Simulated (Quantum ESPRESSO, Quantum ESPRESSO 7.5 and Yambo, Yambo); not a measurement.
# Quasiparticle gap of BaAlGeH (P3m1) in Yambo

Wanted: ground state, empty states, screening and self-energy for BaAlGeH (P3m1).

Method: PBEsol and many-body steps on it, plane waves, in Quantum ESPRESSO 7.5 and Yambo 5.3.0.

**1. Set-up**

The structure is trigonal, space group P3m1 (No. 156). The conventional cell has a = 4.345 Å, b = 4.345 Å, c = 5.216 Å, α = 90.00°, β = 90.00°, γ = 120.00°. Nearest to Ba lie 3 H at 2.60 Å. Al has 1 H at 1.73 Å and 3 Ge at 2.55 Å nearest. Ge has 3 Al at 2.55 Å nearest. H has 1 Al at 1.73 Å and 3 Ba at 2.60 Å nearest. Farther neighbours are not listed.

The cell and positions come from the Crystallography Open Database and are kept as given unless a step says otherwise.

**2. Ground state**

This step: Quantum ESPRESSO 7.5; DFT, PBEsol with spin-orbit coupling, plane waves, norm-conserving pseudopotentials.

The ground-state density comes first.

pw.in reads:

```
&control
  calculation = 'scf'
  prefix = 'x'
  outdir = 'o'
  pseudo_dir = 'pseudo'
/
&system
  ibrav = 0
  nat = 4
  ntyp = 4
  ecutwfc = 70.0
  nbnd = 40
  force_symmorphic = .true.
  noncolin = .true.
  lspinorb = .true.
/
&electrons
  conv_thr = 1e-10
  electron_maxstep = 80
  mixing_beta = 0.5
/
ATOMIC_SPECIES
  Ba 137.33 Ba.upf
  Al 26.982 Al.upf
  Ge 72.63 Ge.upf
  H 1.008 H.upf
CELL_PARAMETERS angstrom
  4.3448400000 -0.0000000000 0.0000000000
  -2.1724200000 3.7627418154 0.0000000000
  0.0000000000 0.0000000000 5.2160600000
ATOMIC_POSITIONS crystal
  Ba 0.0000000000 0.0000000000 0.0000000000
  Al 0.6666666667 0.3333333333 0.5395000000
  Ge 0.3333333333 0.6666666667 0.4551000000
  H 0.6666666667 0.3333333333 0.8703000000
K_POINTS automatic
  6 6 4 0 0 0
```

Launch:

```
$ OMP_NUM_THREADS=1 mpirun -n 4 pw.x -nk 4 -in pw.in > pw.out
```

Output:

```text
Program PWSCF v.7.5 starts

     This program is part of the open-source Quantum ESPRESSO suite
     for quantum simulation of materials; please cite
         "P. Giannozzi et al., J. Phys.:Condens. Matter 21 395502 (2009);
         "P. Giannozzi et al., J. Phys.:Condens. Matter 29 465901 (2017);
         "P. Giannozzi et al., J. Chem. Phys. 152 154105 (2020);
     in publications or presentations arising from this work. More details at
     Message from routine setup:
     using ibrav=0 with symmetry is DISCOURAGED, use correct ibrav instead

     G-vector sticks info

     bravais-lattice index     =            0
     lattice parameter (alat)  =       8.2106  a.u.
     unit-cell volume          =     575.4630 (a.u.)^3
     number of atoms/cell      =            4
     number of atomic types    =            4
     number of electrons       =        28.00
     number of Kohn-Sham states=           40
     kinetic-energy cutoff     =      70.0000  Ry
     charge density cutoff     =     280.0000  Ry
     scf convergence threshold =      1.0E-10
     mixing beta               =       0.5000
     number of iterations used =            8  plain     mixing
     Exchange-correlation= PBESOL
                           (   1   4  10   8   0   0   0)
     Non magnetic calculation with spin-orbit

     celldm(1)=   8.210558  celldm(2)=   0.000000  celldm(3)=   0.000000
     celldm(4)=   0.000000  celldm(5)=   0.000000  celldm(6)=   0.000000

     crystal axes: (cart. coord. in units of alat)
               a(1) = (   1.000000  -0.000000   0.000000 )
               a(2) = (  -0.500000   0.866025   0.000000 )
               a(3) = (   0.000000   0.000000   1.200518 )

     reciprocal axes: (cart. coord. in units 2 pi/alat)
               b(1) = (  1.000000  0.577350 -0.000000 )
               b(2) = (  0.000000  1.154701 -0.000000 )
               b(3) = ( -0.000000 -0.000000  0.832974 )
     Pseudo is Norm-conserving + core correction, Zval = 10.0
     Generated using ONCVPSP code by D. R. Hamann
     Using radial grid of 1936 points, 10 beta functions with:
     Pseudo is Norm-conserving + core correction, Zval =  3.0
     Generated using ONCVPSP code by D. R. Hamann
     Using radial grid of 1876 points, 10 beta functions with:
     Pseudo is Norm-conserving + core correction, Zval = 14.0
     Generated using ONCVPSP code by D. R. Hamann
     Using radial grid of 1560 points, 10 beta functions with:
     Pseudo is Norm-conserving, Zval =  1.0
     Generated using ONCVPSP code by D. R. Hamann
     Using radial grid of 1180 points,  4 beta functions with:
     Ba               10.00   137.33000     Ba( 1.00)
     Al                3.00    26.98200     Al( 1.00)
     Ge               14.00    72.63000     Ge( 1.00)
     H                 1.00     1.00800     H ( 1.00)

      6 Sym. Ops. (no inversion) found

   Cartesian axes

     site n.     atom                  positions (alat units)
         1        Ba     tau(   1) = (   0.0000000   0.0000000   0.0000000  )
         2        Al     tau(   2) = (   0.5000000   0.2886751   0.6476796  )
         3        Ge     tau(   3) = (  -0.0000000   0.5773503   0.5463559  )
         4        H      tau(   4) = (   0.5000000   0.2886751   1.0448111  )

     number of k points=    24
                       cart. coord. in units 2pi/alat
        k(    1) = (   0.0000000   0.0000000   0.0000000), wk =   0.0069444
        k(    2) = (   0.0000000   0.0000000   0.2082434), wk =   0.0138889
        k(    3) = (   0.0000000   0.0000000  -0.4164868), wk =   0.0069444
        k(    4) = (   0.0000000   0.1924501   0.0000000), wk =   0.0416667
        k(    5) = (   0.0000000   0.1924501   0.2082434), wk =   0.0416667
        k(    6) = (   0.0000000   0.1924501  -0.4164868), wk =   0.0416667
        k(    7) = (   0.0000000   0.3849002   0.0000000), wk =   0.0416667
        k(    8) = (   0.0000000   0.3849002   0.2082434), wk =   0.0416667
        k(    9) = (   0.0000000   0.3849002  -0.4164868), wk =   0.0416667
        k(   10) = (   0.0000000  -0.5773503   0.0000000), wk =   0.0208333
     [... 12 further rows ...]
        k(   23) = (   0.0000000  -0.3849002   0.2082434), wk =   0.0416667
        k(   24) = (  -0.1666667  -0.4811252   0.2082434), wk =   0.0833333

     Dense  grid:    45473 G-vectors     FFT dimensions: (  45,  45,  54)

     Initial potential from superposition of free atoms

     starting charge      27.9816, renormalised to      28.0000
     Starting wfcs are   38 randomized atomic wfcs +    2 random wfcs

     per-process dynamical memory:   106.9 Mb

     Self-consistent Calculation

     iteration #  1     ecut=    70.00 Ry     beta= 0.50

     Threshold (ethr) on eigenvalues was too large:
     Diagonalizing with lowered threshold

     total energy              =    -240.52944943 Ry
     estimated scf accuracy    <       0.11682636 Ry

     iteration #  2     ecut=    70.00 Ry     beta= 0.50

     total energy              =    -240.53859252 Ry
     estimated scf accuracy    <       0.00856623 Ry

     iteration #  3     ecut=    70.00 Ry     beta= 0.50

     total energy              =    -240.53967742 Ry
     estimated scf accuracy    <       0.00072082 Ry

     iteration #  4     ecut=    70.00 Ry     beta= 0.50

     total energy              =    -240.53973854 Ry
     estimated scf accuracy    <       0.00011912 Ry

     iteration #  5     ecut=    70.00 Ry     beta= 0.50

     total energy              =    -240.53974812 Ry
     estimated scf accuracy    <       0.00000483 Ry

     iteration #  6     ecut=    70.00 Ry     beta= 0.50

     total energy              =    -240.53974870 Ry
     estimated scf accuracy    <       0.00000043 Ry

     iteration #  7     ecut=    70.00 Ry     beta= 0.50

     total energy              =    -240.53974880 Ry
     estimated scf accuracy    <       0.00000003 Ry

     iteration #  8     ecut=    70.00 Ry     beta= 0.50

     total energy              =    -240.53974880 Ry
     estimated scf accuracy    <          4.0E-09 Ry

     iteration #  9     ecut=    70.00 Ry     beta= 0.50

     total energy              =    -240.53974880 Ry
     estimated scf accuracy    <          1.1E-09 Ry

     iteration # 10     ecut=    70.00 Ry     beta= 0.50

     End of self-consistent calculation

          k = 0.0000 0.0000 0.0000 (  5655 PWs)   bands (ev):

   -19.3793 -19.3793 -15.8232 -15.8232 -15.7695 -15.7695 -15.2515 -15.2515
   -15.2010 -15.2010 -15.1828 -15.1828  -5.9588  -5.9588  -4.0380  -4.0380
    -3.7684  -3.7684  -1.3954  -1.3954   3.6091   3.6091   7.0830   7.0830
     7.4061   7.4061   7.4817   7.4817   8.9943   8.9943  11.1338  11.1338
    11.1990  11.1990  12.1947  12.1953  12.1957  12.1961  12.2787  12.2790

          k = 0.0000 0.0000 0.2082 (  5654 PWs)   bands (ev):

   -19.3777 -19.3777 -15.8232 -15.8232 -15.7696 -15.7696 -15.2514 -15.2514
   -15.2012 -15.2012 -15.1829 -15.1829  -5.9963  -5.9963  -4.1639  -4.1639
    -3.7634  -3.7633  -0.9832  -0.9832   3.1341   3.1341   7.4082   7.4082
     7.5779   7.5779   7.6528   7.6563   9.1627   9.1627  10.2458  10.2458
    10.2654  10.2956  11.1515  11.1882  11.2192  11.2192  11.3355  11.3355

          k = 0.0000 0.0000-0.4165 (  5678 PWs)   bands (ev):

   -19.3761 -19.3761 -15.8232 -15.8232 -15.7696 -15.7696 -15.2514 -15.2514
   -15.2013 -15.2013 -15.1829 -15.1829  -6.0351  -6.0351  -4.2644  -4.2644
    -3.7583  -3.7583  -0.5278  -0.5278   2.6198   2.6198   7.7255   7.7255
     7.8772   7.8772   7.8948   7.8948   9.2120   9.2120   9.7953   9.7953
     9.7990   9.7990  10.5031  10.5031  10.5588  10.5588  10.9310  10.9310

          k = 0.0000 0.1925 0.0000 (  5671 PWs)   bands (ev):

     [... further k-points ...]

     highest occupied, lowest unoccupied level (ev):     7.8948    8.6503

!    total energy              =    -240.53974881 Ry
     estimated scf accuracy    <          8.9E-12 Ry

     The total energy is the sum of the following terms:
     one-electron contribution =    -111.42338940 Ry
     hartree contribution      =      70.38065979 Ry
     xc contribution           =     -59.34308152 Ry
     ewald contribution        =    -140.15393767 Ry

     convergence has been achieved in  10 iterations

     XML data file, charge density, pseudopotentials, collected wavefunctions

=------------------------------------------------------------------------------=
   JOB DONE.
=------------------------------------------------------------------------------=
```

The job ended after 65 s (4 MPI ranks of Arm Neoverse V1, shared host; peak memory 0.73 GiB; 4.3 min of CPU time).

This step gave:

| Quantity | Value |
| --- | --- |
| total energy | -3272.7100 eV |
| gap | 0.7555 eV |
| k of the valence top | 0, 0, -0.5 |
| k of the conduction bottom | 0, -0.5, 0 |
| least direct gap | 1.293 eV |

The gap is indirect, with the least direct gap 0.54 eV higher.

**3. Bands along the symmetry lines**

Levels along a band path, at the cheap level, show where the edges lie and whether the meshes to come will hold them.

pw.in reads:

```
&control
  calculation = 'bands'
  prefix = 'x'
  outdir = 'o'
  pseudo_dir = 'pseudo'
/
&system
  ibrav = 0
  nat = 4
  ntyp = 4
  ecutwfc = 70.0
  nbnd = 40
  force_symmorphic = .true.
  noncolin = .true.
  lspinorb = .true.
/
&electrons
  conv_thr = 1e-9
  electron_maxstep = 80
  diago_full_acc = .true.
  diago_thr_init = 5e-6
/
ATOMIC_SPECIES
  Ba 137.33 Ba.upf
  Al 26.982 Al.upf
  Ge 72.63 Ge.upf
  H 1.008 H.upf
CELL_PARAMETERS angstrom
  4.3448400000 -0.0000000000 0.0000000000
  -2.1724200000 3.7627418154 0.0000000000
  0.0000000000 0.0000000000 5.2160600000
ATOMIC_POSITIONS crystal
  Ba 0.0000000000 0.0000000000 0.0000000000
  Al 0.6666666667 0.3333333333 0.5395000000
  Ge 0.3333333333 0.6666666667 0.4551000000
  H 0.6666666667 0.3333333333 0.8703000000
K_POINTS crystal
  75
  0.00000000 0.00000000 0.00000000 1
  0.06250000 0.00000000 0.00000000 1
  0.12500000 0.00000000 0.00000000 1
  0.18750000 0.00000000 0.00000000 1
  0.25000000 0.00000000 0.00000000 1
  0.31250000 0.00000000 0.00000000 1
  0.37500000 0.00000000 0.00000000 1
  0.43750000 0.00000000 0.00000000 1
  0.50000000 0.00000000 0.00000000 1
  0.47916667 0.04166667 0.00000000 1
  0.45833333 0.08333333 0.00000000 1
  0.43750000 0.12500000 0.00000000 1
  0.41666666 0.16666666 0.00000000 1
  0.39583333 0.20833333 0.00000000 1
  0.37500000 0.25000000 0.00000000 1
  0.35416666 0.29166666 0.00000000 1
  0.33333333 0.33333333 0.00000000 1
  0.29166666 0.29166666 0.00000000 1
  0.25000000 0.25000000 0.00000000 1
  0.20833333 0.20833333 0.00000000 1
  0.16666666 0.16666666 0.00000000 1
  0.12500000 0.12500000 0.00000000 1
  0.08333333 0.08333333 0.00000000 1
  0.04166667 0.04166667 0.00000000 1
  0.00000000 0.00000000 0.00000000 1
  0.00000000 0.00000000 0.06250000 1
  0.00000000 0.00000000 0.12500000 1
  0.00000000 0.00000000 0.18750000 1
  0.00000000 0.00000000 0.25000000 1
  0.00000000 0.00000000 0.31250000 1
  0.00000000 0.00000000 0.37500000 1
  0.00000000 0.00000000 0.43750000 1
  0.00000000 0.00000000 0.50000000 1
  0.06250000 0.00000000 0.50000000 1
  0.12500000 0.00000000 0.50000000 1
  0.18750000 0.00000000 0.50000000 1
  0.25000000 0.00000000 0.50000000 1
  0.31250000 0.00000000 0.50000000 1
  0.37500000 0.00000000 0.50000000 1
  0.43750000 0.00000000 0.50000000 1
  0.50000000 0.00000000 0.50000000 1
  0.47916667 0.04166667 0.50000000 1
  0.45833333 0.08333333 0.50000000 1
  0.43750000 0.12500000 0.50000000 1
  0.41666666 0.16666666 0.50000000 1
  0.39583333 0.20833333 0.50000000 1
  0.37500000 0.25000000 0.50000000 1
  0.35416666 0.29166666 0.50000000 1
  0.33333333 0.33333333 0.50000000 1
  0.29166666 0.29166666 0.50000000 1
  0.25000000 0.25000000 0.50000000 1
  0.20833333 0.20833333 0.50000000 1
  0.16666666 0.16666666 0.50000000 1
  0.12500000 0.12500000 0.50000000 1
  0.08333333 0.08333333 0.50000000 1
  0.04166667 0.04166667 0.50000000 1
  0.00000000 0.00000000 0.50000000 1
  0.50000000 0.00000000 0.50000000 1
  0.50000000 0.00000000 0.43750000 1
  0.50000000 0.00000000 0.37500000 1
  0.50000000 0.00000000 0.31250000 1
  0.50000000 0.00000000 0.25000000 1
  0.50000000 0.00000000 0.18750000 1
  0.50000000 0.00000000 0.12500000 1
  0.50000000 0.00000000 0.06250000 1
  0.50000000 0.00000000 0.00000000 1
  0.33333333 0.33333333 0.50000000 1
  0.33333333 0.33333333 0.43750000 1
  0.33333333 0.33333333 0.37500000 1
  0.33333333 0.33333333 0.31250000 1
  0.33333333 0.33333333 0.25000000 1
  0.33333333 0.33333333 0.18750000 1
  0.33333333 0.33333333 0.12500000 1
  0.33333333 0.33333333 0.06250000 1
  0.33333333 0.33333333 0.00000000 1
```

Output:

```text
[banner, memory and clock lines left out]
Program PWSCF v.7.5 starts

     Atomic positions and unit cell read from directory:
     o/x.save/

     Message from routine setup:
     using ibrav=0 with symmetry is DISCOURAGED, use correct ibrav instead

     G-vector sticks info

     bravais-lattice index     =            0
     lattice parameter (alat)  =       8.2106  a.u.
     unit-cell volume          =     575.4630 (a.u.)^3
     number of atoms/cell      =            4
     number of atomic types    =            4
     number of electrons       =        28.00
     number of Kohn-Sham states=           40
     kinetic-energy cutoff     =      70.0000  Ry
     charge density cutoff     =     280.0000  Ry
     Exchange-correlation= PBESOL
                           (   1   4  10   8   0   0   0)
     Non magnetic calculation with spin-orbit

     celldm(1)=   8.210558  celldm(2)=   0.000000  celldm(3)=   0.000000
     celldm(4)=   0.000000  celldm(5)=   0.000000  celldm(6)=   0.000000

     crystal axes: (cart. coord. in units of alat)
               a(1) = (   1.000000  -0.000000   0.000000 )
               a(2) = (  -0.500000   0.866025   0.000000 )
               a(3) = (   0.000000   0.000000   1.200518 )

     reciprocal axes: (cart. coord. in units 2 pi/alat)
               b(1) = (  1.000000  0.577350 -0.000000 )
               b(2) = (  0.000000  1.154701 -0.000000 )
               b(3) = ( -0.000000 -0.000000  0.832974 )
     Pseudo is Norm-conserving + core correction, Zval = 10.0
     Generated using ONCVPSP code by D. R. Hamann
     Using radial grid of 1936 points, 10 beta functions with:
     Pseudo is Norm-conserving + core correction, Zval =  3.0
     Generated using ONCVPSP code by D. R. Hamann
     Using radial grid of 1876 points, 10 beta functions with:
     Pseudo is Norm-conserving + core correction, Zval = 14.0
     Generated using ONCVPSP code by D. R. Hamann
     Using radial grid of 1560 points, 10 beta functions with:
     Pseudo is Norm-conserving, Zval =  1.0
     Generated using ONCVPSP code by D. R. Hamann
     Using radial grid of 1180 points,  4 beta functions with:
     Ba               10.00   137.33000     Ba( 1.00)
     Al                3.00    26.98200     Al( 1.00)
     Ge               14.00    72.63000     Ge( 1.00)
     H                 1.00     1.00800     H ( 1.00)

      6 Sym. Ops. (no inversion) found

   Cartesian axes

     site n.     atom                  positions (alat units)
         1        Ba     tau(   1) = (   0.0000000   0.0000000   0.0000000  )
         2        Al     tau(   2) = (   0.5000000   0.2886751   0.6476796  )
         3        Ge     tau(   3) = (  -0.0000000   0.5773503   0.5463559  )
         4        H      tau(   4) = (   0.5000000   0.2886751   1.0448111  )

     number of k points=    75
                       cart. coord. in units 2pi/alat
        k(    1) = (   0.0000000   0.0000000   0.0000000), wk =   0.0133333
        k(    2) = (   0.0625000   0.0360844   0.0000000), wk =   0.0133333
        k(    3) = (   0.1250000   0.0721688   0.0000000), wk =   0.0133333
[...]
[... 63 further rows ...]
        k(   74) = (   0.3333333   0.5773503   0.0520608), wk =   0.0133333
        k(   75) = (   0.3333333   0.5773503   0.0000000), wk =   0.0133333

     Dense  grid:    45473 G-vectors     FFT dimensions: (  45,  45,  54)

     The potential is recalculated from file :
     o/x.save/charge-density

     Starting wfcs are   38 randomized atomic wfcs +    2 random wfcs

     Band Structure Calculation

     End of band structure calculation

          k = 0.0000 0.0000 0.0000 (  5655 PWs)   bands (ev):

   -19.3793 -19.3793 -15.8232 -15.8232 -15.7694 -15.7694 -15.2515 -15.2515
   -15.2010 -15.2010 -15.1828 -15.1828  -5.9588  -5.9588  -4.0380  -4.0380
    -3.7684  -3.7684  -1.3954  -1.3954   3.6091   3.6091   7.0830   7.0830
[...]
k = 0.0625 0.0361 0.0000 (  5635 PWs)   bands (ev):

[...]
k = 0.1250 0.0722 0.0000 (  5661 PWs)   bands (ev):

[...]
k = 0.3333 0.5774 0.0521 (  5679 PWs)   bands (ev):

[...]
k = 0.3333 0.5774 0.0000 (  5697 PWs)   bands (ev):

[...]
5.2363   5.2599   7.1355   7.1450   9.1127   9.1493  10.7200  10.7551
    11.8121  11.8265  13.5061  13.6689  13.7361  13.7727  13.9207  13.9727

     XML data file, pseudopotentials, collected wavefunctions
```

Run time: 68 s. Hardware: 4 MPI ranks; peak memory 0.45 GiB.

Numbers from this step:

- gap: 0.7013 eV
- k of the valence top: 0.0625, 0, 0.5
- k of the conduction bottom: 0.5, 0, 0.125
- least direct gap: 1.285 eV

The gap is 0.701 eV, −0.054 eV from the run before at this level.

The electronic bands at the labelled points (eV, zero at the top of the highest filled band):

```tsv
point	band 25	band 26	band 27	band 28	band 29	band 30	band 31	band 32
Γ	-0.51	-0.51	-0.43	-0.43	1.08	1.08	3.22	3.22
halfway	-0.86	-0.84	-0.68	-0.62	1.46	1.47	2.58	2.62
M	-1.15	-1.15	-0.56	-0.56	0.74	0.74	2.32	2.32
halfway	-2.16	-2.15	-0.61	-0.59	1.06	1.09	2.68	2.73
K	-2.68	-2.65	-0.78	-0.77	1.20	1.24	2.81	2.84
halfway	-1.52	-1.47	-0.63	-0.57	2.05	2.07	2.22	2.26
Γ	-0.51	-0.51	-0.43	-0.43	1.08	1.08	3.22	3.22
halfway	-0.34	-0.34	-0.26	-0.26	1.25	1.25	2.33	2.33
A	-0.04	-0.04	-0.02	-0.02	1.30	1.30	1.88	1.88
halfway	-1.10	-1.10	-0.76	-0.74	1.60	1.61	2.89	2.89
L	-1.65	-1.65	-0.84	-0.84	1.62	1.62	3.46	3.46
halfway	-2.04	-1.99	-0.73	-0.63	2.54	2.57	3.40	3.42
H	-2.31	-2.24	-0.57	-0.42	3.09	3.10	3.61	3.65
halfway	-1.54	-1.49	-0.74	-0.71	2.16	2.20	2.98	2.99
A	-0.04	-0.04	-0.02	-0.02	1.30	1.30	1.88	1.88
jump to L	-1.65	-1.65	-0.84	-0.84	1.62	1.62	3.46	3.46
halfway	-1.43	-1.42	-0.75	-0.71	0.87	0.87	2.93	2.97
M	-1.15	-1.15	-0.56	-0.56	0.74	0.74	2.32	2.32
jump to H	-2.31	-2.24	-0.57	-0.42	3.09	3.10	3.61	3.65
halfway	-2.78	-2.72	-0.68	-0.60	2.34	2.35	3.37	3.41
K	-2.68	-2.65	-0.78	-0.77	1.20	1.24	2.81	2.84
```

(Part 1 of 3 ends here.)

[Paths, hosts, dates, memory and timing lines, banners, echoed tables and standing remarks are left out of the program output.]

[Logs are printed without paths, hosts, clocks, repeated set-up lines and the standing remarks that a program may print on its own settings, such as how far it seeks lower states.]

[Runs of the session that timed out or met a known fault of the program may be left out.]

[Hosts, paths, dates, database ids (printed as entryN), source tags and the programs' standing remarks are cut or masked in the printed files.]
